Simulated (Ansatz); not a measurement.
# Decaying states in the gap of CaLaCuBr6, part 2 of 3

Aim: relax a made-up compound, CaLaCuBr6, and see how good a tunnel barrier it would be. It is built by putting Cu for Na, Br for F in the NaCaLaF6 structure of space group P3, with the volume rescaled by atomic radii. The parent structure comes from the Materials Project.

Ansatz 0.2.0; PBE DFT, plane waves, PAW files (the session's first sound run).

So far. Step 2 (Relaxing the new crystal): The largest force component on a free atom ends at 0.0047 eV/Å.

The structure was built from a prototype and need not be the compound's stable phase.

**3. The bulk crystal and its band edges**

The energy window and the wavevectors of the next steps follow from the band edges, so these are searched first, off the mesh as well.

input.yaml

```yaml
crystal:
  lattice:
    - [7.775456428, 0.0, 0.0]
    - [-3.887728214, 6.7337427927, 0.0]
    - [0.0, 0.0, 4.8395929473]
  atoms:
    - { symbol: Cu, position: [0.0, 0.0, -0.2200200033] }
    - { symbol: Ca, position: [0.3333333333, 0.6666666667, 0.271303909] }
    - { symbol: La, position: [0.6666666667, 0.3333333333, 0.778810965] }
    - { symbol: Br, position: [0.6557132056, 0.9265766559, 0.7781584362] }
    - { symbol: Br, position: [0.2708634503, 0.3442867944, 0.7781584362] }
    - { symbol: Br, position: [0.0734233441, 0.7291365497, 0.7781584362] }
    - { symbol: Br, position: [0.4019577125, 0.0738700865, 0.2784762735] }
    - { symbol: Br, position: [0.671912374, 0.5980422875, 0.2784762735] }
    - { symbol: Br, position: [0.9261299135, 0.328087626, 0.2784762735] }
kpoints:
  mp_grid: { grid: [4, 4, 6] }
  band_path: { path: [VBM, CBM], npoints: 30 }
scf:
  occupations: { method: fixed }
hamiltonian:
  xc: pbe
output:
  eigenvalues: true
  write_potential: true
  write_density: true
  volumetric_format: npy
  elf: true
```

Run with:

```sh
> ansatz run input.yaml --threads 2 --pin off --max-ram 4096MiB --backend cpu --events-out ev --progress --plain --runs-dir out
```

Numbers of over 12 decimals in the logs are rounded to 6 here.

The program printed:

```text
[...]
Crystal: 9 atoms, lattice volume = 253.391 Å³
Basis set: ecut = 420 eV, 4931 PW (Γ)
Bands: 50, of which v1, the nominal top of the filled ones, is band 41 counted from 1 (40 counted from 0)
Symmetry: 3 space group operations
[...]
k-points: 20 of 96 (time reversal used)
[...]
SCF iter   1: F=—  HF=-31405.182405 eV  |F-HF|=—  |Δ(HF+E_count)|=         —  Δρ=2.18e-3  dr2=7.22e-3  ethr=1.77e-3  ⟨swp⟩=5.1  Hψ=3491  notcnv=0  defer=57
[...]
SCF iter   8: F=-31405.198023 eV  HF=-31405.198023 eV  |F-HF|=5.77e-9  |Δ(HF+E_count)|=   2.53e-7  Δρ=3.23e-6  dr2=3.85e-8  ethr=1.22e-10  ⟨swp⟩=16.5  Hψ=5029  notcnv=0
SCF 1 converged in 8 iterations: F = -31405.198023 eV  dr2 = 3.85e-8
[...]
NSCF: frozen V_eff on 44 k-points
[...]
SCF converged after 8 iterations
Free energy (F): -31405.198023 eV
[...]
Internal energy: -31405.198023 eV  (E = F + TS)
E sigma→0 (E₀):  -31405.198023 eV
Fermi energy:    5.623318 eV
[...]
--- Band table (eV; the first three rows and the last of 20) ---
  k-point 0: bands = [... 37 lower, 5.2479, 5.2479, 5.5651, 5.5651, 7.6406, 7.6740, 7.6978, 7.6978, ... 5 higher]
  k-point 1: bands = [... 37 lower, 5.2418, 5.2422, 5.5709, 5.5717, 7.6492, 7.6667, 7.7090, 7.7093, ... 5 higher]
  k-point 2: bands = [... 37 lower, 5.2349, 5.2358, 5.5980, 5.5988, 7.6365, 7.6543, 7.7239, 7.7240, ... 5 higher]
  k-point 19: bands = [... 37 lower, 5.2413, 5.2575, 5.4913, 5.5649, 7.6571, 7.6793, 7.6992, 7.7042, ... 5 higher]
```

Wall time 60 s (2 threads of Arm Neoverse V2, shared host); peak memory 0.72 GiB.

This step gave:

```yaml
free_energy: -31405.1980 eV
fermi_energy: 5.623 eV
gap_on_the_k_mesh: 2.001 eV
gap_on_path: 2.001 eV, by band count; negative where bands overlap
direct_gap_on_path: 2.001 eV
edge_places_on_path: 0, 0 1/A along the path
```

Levels at VBM (eV): -4.30, -3.91, -3.91, -3.88, -3.88, -3.69, -3.21, -2.90, -2.90, -2.66, -2.36, -2.04, -1.99, -1.99, -1.75, -1.75, -1.31, -1.31, -0.39, -0.39, -0.39, 0.00, 0.00, 2.00, 2.03, 2.08, 2.08, 2.11, 2.11, 2.15, 3.00, 3.84.

Valence density in the ab plane at fractional z = 0.778, with atoms of Cu and La and Br within 0.2 Å of it. It is the smooth field of the valence electrons, not physical close to the nuclei.

Values in e/Å³, 12 rows by 16 columns, each cell a mean:
```
12  1  0  0  0  0  0  0  0  1  1  1  1  0  2 16
 1  1  1  0  0  0  0  0  1  1  1  1  0  0  0  1
 1  1  1  1  0  0  0  0  0  1  0  0  0  0  0  0
 1  1  1  0  0  0  0  0  0  0  0  0  0  0  0  1
 1  1  0  0  0  0  0  0  0  0  0  0  0  0  0  1
 0  0  0  0  0  0  0  0  0  0  0  0  0  0  0  0
 0  0  0  0  1  1  1  0  0  0  1  1  1  0  0  0
 0  0  0  1  0  1  1  0  0  1  2  2  1  0  0  0
 0  0  1  1  1  1  0  0  1  2  2  1  1  0  0  0
 0  0  1  1  0  0  0  0  0  1  1  0  0  0  0  0
 2  2  0  0  0  0  0  0  0  0  0  0  0  0  0  0
33  7  0  0  0  0  0  0  0  0  1  1  1  0  1 12
```
Columns run along a (7.8 Å), rows up along b (7.8 Å). Atoms in or near the plane, at fractional coordinates: Cu at (0.00, 0.00), La at (0.67, 0.33), Br at (0.66, 0.93), Br at (0.27, 0.34), Br at (0.07, 0.73).

Electrostatic potential energy in the ab plane at fractional z = 0.778, with atoms of Cu and La and Br within 0.2 Å of it. With pseudopotentials it is smooth inside the atoms' cores, unlike the true potential.

Ten even steps from '0' (-67 eV) to '9' (10 eV), each cell a mean:
```
2589999999998200179742
5899999999985000389754
8888899999983002799877
8644799999985347999999
5101699999998899999999
1001799999999999999997
0004999999999999999985
2258999999999999999985
6799999999999999999998
9999999999999999999999
9999999999999988888999
9999987679999876567899
9999851148998643347899
9999500048987345347999
9997100169985366358999
9996101589874343479999
9997446999874335789999
9998889999876668999999
9889999999988889999999
6568999999999999999998
3358999999999987789985
2369999999999742379852
```
Columns run along a (7.8 Å; values clipped at the 3rd and 97th percentile), rows up along b (7.8 Å). Atoms in or near the plane, at fractional coordinates: Cu at (0.00, 0.00), La at (0.67, 0.33), Br at (0.66, 0.93), Br at (0.27, 0.34), Br at (0.07, 0.73).

ELF in the ab plane at fractional z = 0.778, with atoms of Cu and La and Br within 0.2 Å of it. It is the smooth field of the valence electrons, not physical close to the nuclei.

Ten even steps from '0' (0.01) to '9' (0.89), each cell a mean:
```
6212321000279710594137
2136653100488201783123
2589985101698326962111
7988996103799889731113
9415995103799987311147
4005984002678752000379
3038962001233210001589
7689620000000000002699
9986200111000000002699
8641014664310000011478
4200268887520014552235
0002799998730378985111
0026996589722898897200
0158930299527942696100
0279600598359601794000
0489625994279636961000
1479989861279889610000
1257887510268985111000
1112443100023322453211
2211110000001257886311
5421100000003799997212
9521100000037986796226
```
Columns run along a (7.8 Å), rows up along b (7.8 Å). Atoms in or near the plane, at fractional coordinates: Cu at (0.00, 0.00), La at (0.67, 0.33), Br at (0.66, 0.93), Br at (0.27, 0.34), Br at (0.07, 0.73).

The searched edges give 2.00 eV, as on the mesh.

**4. Complex bands**

This step: PBE DFT, plane waves, PAW files; complex bands by layer matching along the plane's normal (Ansatz 0.2.0).

The same crystal is laid in a cell whose first two vectors span the (100) plane (indices of the standard conventional cell, whose axes can be ordered otherwise than in the bulk input). At fixed energy and wavevector in the plane the solver finds all kz, real and complex. A few wavevectors are listed, (0, 0) and (0, -0.5) in units of the plane's reciprocal vectors; the slowest state needn't be among them.

input.yaml

```yaml
crystal:
  lattice:
    - [7.775456428, 0.0, 0.0]
    - [0.0, 4.839592947, 0.0]
    - [3.887728214, 0.0, 6.733742793]
  atoms:
    - { symbol: Cu, position: [0.0, 0.7799799967, 0.0] }
    - { symbol: Ca, position: [0.3333333333, 0.271303909, 0.3333333333] }
    - { symbol: La, position: [0.6666666667, 0.778810965, 0.6666666667] }
    - { symbol: Br, position: [0.2708634503, 0.7781584362, 0.6557132056] }
    - { symbol: Br, position: [0.0734233441, 0.7781584362, 0.2708634503] }
    - { symbol: Br, position: [0.6557132056, 0.7781584362, 0.0734233441] }
    - { symbol: Br, position: [0.671912374, 0.2784762735, 0.4019577125] }
    - { symbol: Br, position: [0.9261299135, 0.2784762735, 0.671912374] }
    - { symbol: Br, position: [0.4019577125, 0.2784762735, 0.9261299135] }
kpoints:
  mp_grid: { grid: [4, 6, 4] }
scf:
  occupations: { method: fixed }
hamiltonian:
  xc: pbe
output:
  eigenvalues: true
  transmission:
    leads: [[0, 0]]
    kpoints: [[0.0, 0.0], [0.0, -0.5]]
    e_range: [-1.0, 3.0]
    de: 0.1
```

The program printed:

```text
[...]
Crystal: 9 atoms, lattice volume = 253.391 Å³
Basis set: ecut = 420 eV, 4931 PW (Γ)
Bands: 50, of which v1, the nominal top of the filled ones, is band 41 counted from 1 (40 counted from 0)
Symmetry: 3 space group operations
[...]
k-points: 20 of 96 (time reversal used)
[...]
SCF iter   1: F=—  HF=-31405.181450 eV  |F-HF|=—  |Δ(HF+E_count)|=         —  Δρ=2.19e-3  dr2=7.27e-3  ethr=1.77e-3  ⟨swp⟩=5.0  Hψ=3441  notcnv=0  defer=56
[...]
SCF iter   8: F=-31405.198023 eV  HF=-31405.198023 eV  |F-HF|=5.07e-9  |Δ(HF+E_count)|=   2.61e-7  Δρ=3.26e-6  dr2=4.21e-8  ethr=1.22e-10  ⟨swp⟩=16.4  Hψ=5099  notcnv=0
SCF 1 converged in 8 iterations: F = -31405.198023 eV  dr2 = 4.21e-8
[...]
transmission: 15 of 30 steps passed
transmission: 30 of 30 steps passed
SCF converged after 8 iterations
Free energy (F): -31405.198023 eV
[...]
Internal energy: -31405.198023 eV  (E = F + TS)
E sigma→0 (E₀):  -31405.198023 eV
Fermi energy:    5.623316 eV
[...]
--- Band table (eV; the first three rows and the last of 20) ---
  k-point 0: bands = [... 37 lower, 5.2479, 5.2479, 5.5651, 5.5651, 7.6406, 7.6740, 7.6978, 7.6978, ... 5 higher]
  k-point 1: bands = [... 37 lower, 5.2351, 5.2452, 5.5112, 5.5697, 7.6479, 7.6757, 7.7005, 7.7086, ... 5 higher]
  k-point 2: bands = [... 37 lower, 5.2234, 5.2435, 5.4941, 5.5787, 7.6489, 7.6878, 7.7036, 7.7188, ... 5 higher]
  k-point 19: bands = [... 37 lower, 5.2413, 5.2575, 5.4913, 5.5649, 7.6570, 7.6793, 7.6992, 7.7042, ... 5 higher]
--- Transmission ---
  basis      : 329 plane waves across, 15 finite elements along
  points     : 2, as listed
  energies   : 41 from -1.000000 to 3.000000 eV about the Fermi level, 0.100000 eV apart; the leads are filled to 1.000553 eV, and channels, transmission and decay are at 1.000000 eV
  crystal 0  : Br6La1Cu1Ca1, at the sites [0, 0], period 6.7337 Å: whole cells are its period
    offset         : up to 0.0000 Å between an atom of the period and one for which it stands
    channels       : 0.000000e0 a spin
    conductance    : none, the energies end too early or step too widely for 300 K: set another output.transmission.e_range or a lower de, or, where they end at an eighth of basis.ecutwfc, a higher one
    slowest decay  : 0.2663 /Å at (0.0000, 0.0000)
```

Elapsed: 1.7 min, on 2 threads; peak memory 1.5 GiB; 2.9 min of CPU time.

Numbers from this step:

- level to which the leads are filled: 1.001 eV from the Fermi level
- decay constant at the filling level, zone centre: 0.2663 Å⁻¹
- decay constant at the filling level, slowest listed point: 0.2663 Å⁻¹

K parallel (0, 0); values up to 1.5 1/Å, a degenerate pair printed once or twice; energies at which all values exceed this have no row. Table of Im kz of the slowest decaying states by energy, zero at the highest filled level on the SCF mesh:

```
energy (eV)  decay 1 (Å⁻¹)  decay 2 (Å⁻¹)  decay 3 (Å⁻¹)  decay 4 (Å⁻¹)
      -1.00          0.181          0.202          0.349          0.402
      -0.80          0.259          0.305          0.401          0.404
      -0.70          0.288          0.350          0.397          0.417
      -0.50          0.328          0.368          0.399          0.438
      -0.40          0.337          0.348          0.470          0.476
      -0.20          0.263          0.365          0.506          0.508
       0.00          0.148          0.333          0.356          0.543
       0.10          0.203          0.411          0.425          0.554
       0.30          0.242          0.474          0.499          0.557
       0.40          0.252          0.487          0.525          0.550
       0.60          0.263          0.497          0.533          0.544
       0.80          0.267          0.499          0.519          0.536
       0.90          0.267          0.497          0.512          0.532
       1.10          0.264          0.491          0.498          0.524
       1.20          0.261          0.480          0.492          0.495
       1.40          0.251          0.462          0.479          0.493
       1.60          0.237          0.446          0.466          0.479
       1.70          0.227          0.442          0.461          0.463
       1.90          0.198          0.421          0.443          0.457
       2.00          0.147          0.379          0.394          0.416
       2.20          0.178          0.270          0.303          0.371
       2.40         0.0901          0.333          0.348          0.425
       2.50          0.316          0.324          0.407          0.432
       2.70          0.249          0.295          0.376          0.393
       2.80          0.203          0.275          0.361          0.375
       3.00         0.0416          0.221          0.331          0.337
```

K parallel (0, -0.5); values up to 1.5 1/Å, a degenerate pair printed once or twice; energies at which all values exceed this have no row. Table of Im kz of the slowest decaying states by energy, zero at the highest filled level on the SCF mesh:

```
energy (eV)  decay 1 (Å⁻¹)  decay 2 (Å⁻¹)  decay 3 (Å⁻¹)  decay 4 (Å⁻¹)
      -1.00         0.0369          0.336          0.396          0.434
      -0.70          0.324          0.358          0.443          0.458
      -0.40          0.108          0.238          0.239          0.382
      -0.10          0.332          0.356          0.413          0.426
       0.00        0.00745         0.0103          0.433          0.446
       0.10          0.227          0.287          0.455          0.459
       0.40          0.380          0.482          0.486          0.523
       0.70          0.411          0.494          0.499          0.537
       1.00          0.417          0.498          0.504          0.543
       1.30          0.414          0.496          0.501          0.536
       1.60          0.405          0.484          0.487          0.507
       1.90          0.380          0.385          0.418          0.466
       2.10          0.211          0.275          0.322          0.556
       2.40          0.303          0.421          0.439          0.571
       2.70          0.274          0.402          0.411          0.560
       3.00         0.0470          0.301          0.372          0.528
```

At the listed wavevectors the last open channel is at -0.10 eV and the next at +2.10 eV on the grid. At +1.00 eV, the grid energy nearest the filling level (the middle of the gap on the SCF mesh), the slowest state at the listed wavevectors decays with κ = 0.266 Å⁻¹, its amplitude falling by e over 3.8 Å. Through 1 nm of this crystal that state's transmission falls by exp(−2 × 0.266 Å⁻¹ × 10 Å) = 0.0049.

**5. A repeat with changed settings**

This step: PBE DFT, plane waves, PAW files; complex bands by layer matching along the plane's normal; changed: hamiltonian.pseudopotentials = {"kind": "nc", "accuracy": "standard"}, scf.occupations.method = "cold", scf.occupations.width = 0.05 (Ansatz 0.2.0).

This run repeats an earlier one, its twin (the complex run, plane (100)), with four settings changed (scf.occupations.method, scf.occupations.width, hamiltonian.pseudopotentials.kind, hamiltonian.pseudopotentials.accuracy; files written aside). It is meant to test how the run responds to these settings.

Changes to input.yaml since step 4:

```diff
@@ -18,5 +18,6 @@
 scf:
-  occupations: { method: fixed }
+  occupations: { method: cold, width: 0.05 }
 hamiltonian:
   xc: pbe
+  pseudopotentials: { kind: nc, accuracy: standard }
 output:
```

The program printed:

```text
Engine: ansatz 0.2.0, aarch64-unknown-linux-gnu
Pseudopotentials: kind: nc
Pseudopotential: Cu, nc, valence charge 19, recommended cutoff 1251.723767 eV (normal), Cu.nc.azcp (PseudoDojo's, or run here from an input of PseudoDojo's; its table is named by hamiltonian.pseudopotentials.accuracy)
Pseudopotential: Ca, nc, valence charge 10, recommended cutoff 925.187132 eV (normal), Ca.nc.azcp (PseudoDojo's, or run here from an input of PseudoDojo's; its table is named by hamiltonian.pseudopotentials.accuracy)
Pseudopotential: La, nc, valence charge 11, recommended cutoff 1496.626244 eV (normal), La.nc.azcp (PseudoDojo's, or run here from an input of PseudoDojo's; its table is named by hamiltonian.pseudopotentials.accuracy)
Pseudopotential: Br, nc, valence charge 7, recommended cutoff 625.861884 eV (normal), Br.nc.azcp (PseudoDojo's, or run here from an input of PseudoDojo's; its table is named by hamiltonian.pseudopotentials.accuracy)
Functional definition: PBE
  parameter kappa = 0.804
  parameter beta = 0.066725
  exchange = pbe_x(kappa = kappa, mu = beta*pi^2/3)
  correlation = pbe_c(beta = beta)
Error: memory limit exceeded: the `transmission` phase of `transmission` needs 16.07 GiB against the run's memory maximum of 4.00 GiB; largest carriers: transmission 15.66 GiB, unmodelled-tail allowance 0.30 GiB, source scf tables 0.10 GiB, source scf state 0.00 GiB; the layers of output.transmission grow with the square of the cell's cross-section: a lower cutoff or a narrower output.transmission.e_range takes less, and so, most of all in a narrow cell, does a wider de; where no e_range is typed, a fill by count is planned with a gap of 40 thermal energies
with nothing else changed it takes a maximum of at least 16.08 GiB, with nothing to spare, and 17.68 GiB leaves up to a tenth: --max-ram 17.68GiB where that set the maximum, else more of the term that did, and with no share typed, where 17.68 GiB is over 0.88 of the host's memory or its container's limit, a share of 0.88 or more that holds the maximum too (--max-ram-frac F), where one does; The budget is ten eleventh [...]
`transmission` follows the SCF: where the deck gives it k-points, a mesh or a band count of its own, those are what to reduce (not on a resume, whose deck is fixed)
```

The job ended after 0.42 s (2 threads; peak memory 0.25 GiB).

The program refused the input before any cycle.

The program's message: “Error: memory limit exceeded: the `transmission` phase of `transmission` needs 16.07 GiB against the run's memory maximum of 4.00 GiB; largest carriers: transmission 15.66 GiB, unmodelled-tail allowan …”

(Continued in part 3 of 3.)

[Logs are printed without paths, hosts, clocks, repeated set-up lines and the standing remarks that a program may print on its own settings, such as how far it seeks lower states.]

[Hosts, paths, dates, database ids (printed as entryN), source tags and the programs' standing remarks are cut or masked in the printed files.]
